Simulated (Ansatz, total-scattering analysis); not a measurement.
# Isotope substitution on H in water and methanol

Two samples of water and methanol (16 H2O and 8 methanol; C 8.3, O 25.0, H 66.7 atom %; 310 K, fixed volume (mean pressure 0.2 GPa); ρ₀ = 0.0955 Å⁻³) differ only in the isotope of H: D (b = 6.6681 fm) and H (b = -3.7395 fm). Other lengths: C 6.6472, O 5.8037 fm. The data are simulated by ab initio molecular dynamics with Ansatz (revPBE-D3(BJ), plane waves, PAW default files, Langevin thermostat, no spin, fixed volume, H with the mass of D). The average runs over 0.90 ps of 96 atoms, so shells between rare elements are rough. Mean temperature 307 K, largest m.s.d. 2.45 Å², energy drift -8 meV an atom (last third less first, no steady trend), Langevin friction 10 ps⁻¹; the first quarter of the run is discarded. Start: last frame of a classical run of this cell at the same density and temperature. So short a stretch relaxes bonds and nearest shells but still remembers its start. It is a liquid as far as so short a run tells. The partials come from the cell's reciprocal vectors below 4 Å⁻¹ and from g(r) above; absorption, incoherent and inelastic scattering are left out. F(Q) = Σ ci cj bi bj (Sij − 1), in barn per steradian and atom:

```csv
Q (Å⁻¹),2H,1H,difference
0.9,-0.300,-0.207,-0.093
1.2,-0.186,-0.194,0.009
1.5,0.073,-0.183,0.256
1.8,0.412,-0.149,0.561
2.1,0.154,-0.141,0.295
2.4,0.037,-0.087,0.124
2.7,-0.055,-0.018,-0.037
3.0,-0.049,0.040,-0.090
3.3,-0.054,0.024,-0.078
3.6,-0.043,0.010,-0.053
3.9,-0.057,0.007,-0.064
4.2,-0.061,0.024,-0.085
4.5,-0.070,0.045,-0.114
4.8,-0.081,0.067,-0.148
5.1,-0.080,0.087,-0.167
5.4,-0.065,0.084,-0.150
5.7,-0.045,0.051,-0.096
6.0,-0.022,0.006,-0.028
6.3,0.001,-0.026,0.027
6.6,0.020,-0.039,0.059
6.9,0.036,-0.042,0.078
7.2,0.054,-0.044,0.098
7.5,0.068,-0.043,0.111
7.8,0.069,-0.038,0.107
8.1,0.056,-0.029,0.085
8.4,0.040,-0.018,0.058
8.7,0.024,-0.007,0.031
9.0,0.010,0.004,0.006
9.3,-0.002,0.013,-0.014
9.6,-0.013,0.016,-0.029
9.9,-0.026,0.016,-0.042
10.2,-0.038,0.015,-0.052
10.5,-0.044,0.016,-0.060
10.8,-0.043,0.019,-0.062
```

The first difference in real space, ΔG(r), in barn (from the pair functions, so without the broadening of a finite Q range):

```tsv
r (Å)	first difference G(r)
0.50	-0.412
0.58	-0.412
0.66	-0.412
0.74	-0.412
0.82	-0.412
0.90	-0.259
0.98	4.691
1.06	1.412
1.14	0.926
1.22	-0.403
1.30	-0.412
1.38	-0.411
1.46	-0.352
1.54	-0.144
1.62	-0.181
1.70	-0.118
1.78	0.054
1.86	-0.023
1.94	-0.039
2.02	0.058
2.10	0.101
2.18	-0.101
2.26	-0.196
2.34	-0.192
2.42	-0.180
2.50	-0.161
2.58	-0.165
2.66	-0.181
2.74	-0.154
2.82	-0.133
2.90	-0.112
2.98	-0.094
3.06	-0.047
3.14	-0.007
3.22	0.031
3.30	0.048
3.38	0.054
3.46	0.058
3.54	0.047
```

Q: What does the difference say of the neighbours of H?

Pairs without H cancel. ΔG(r) = Σ W [g(r) − 1] with W = 2 c(H) c(j) b(j) Δb, and c(H)² (b₁² − b₂²) for H–H: H–C 0.0769, H–O 0.2013, H–H 0.1355 barn. At small r, ΔG → −ΣW = -0.414; in this finite cell the H–H term carries (N − 1)/N with N = 64 atoms of H, which gives -0.412.

The first feature holds O–H (0.98 Å, 0.6 neighbours by the coordinates) and C–H (1.10 Å, 0.4 neighbours by the coordinates) together, so its area gives only their weighted sum.

Shells of H from the coordinates: O–H at 0.98 Å, 0.6 neighbours to 1.26 Å; C–H at 1.10 Å, 0.4 neighbours to 1.40 Å; H–H at 1.56 Å, 1.3 neighbours to 2.00 Å (first peaks with a usable minimum only). Counts average over all H, whatever molecule they sit on, and second peaks of a pair (H two bonds away, hydrogen bonds) add features between 1.5 and 2.5 Å that aren't listed. The structure is taken to be the same for both isotopes, which holds least well for H and D.

[Logs are printed without paths, hosts, clocks, repeated set-up lines and the standing remarks that a program may print on its own settings, such as how far it seeks lower states.]
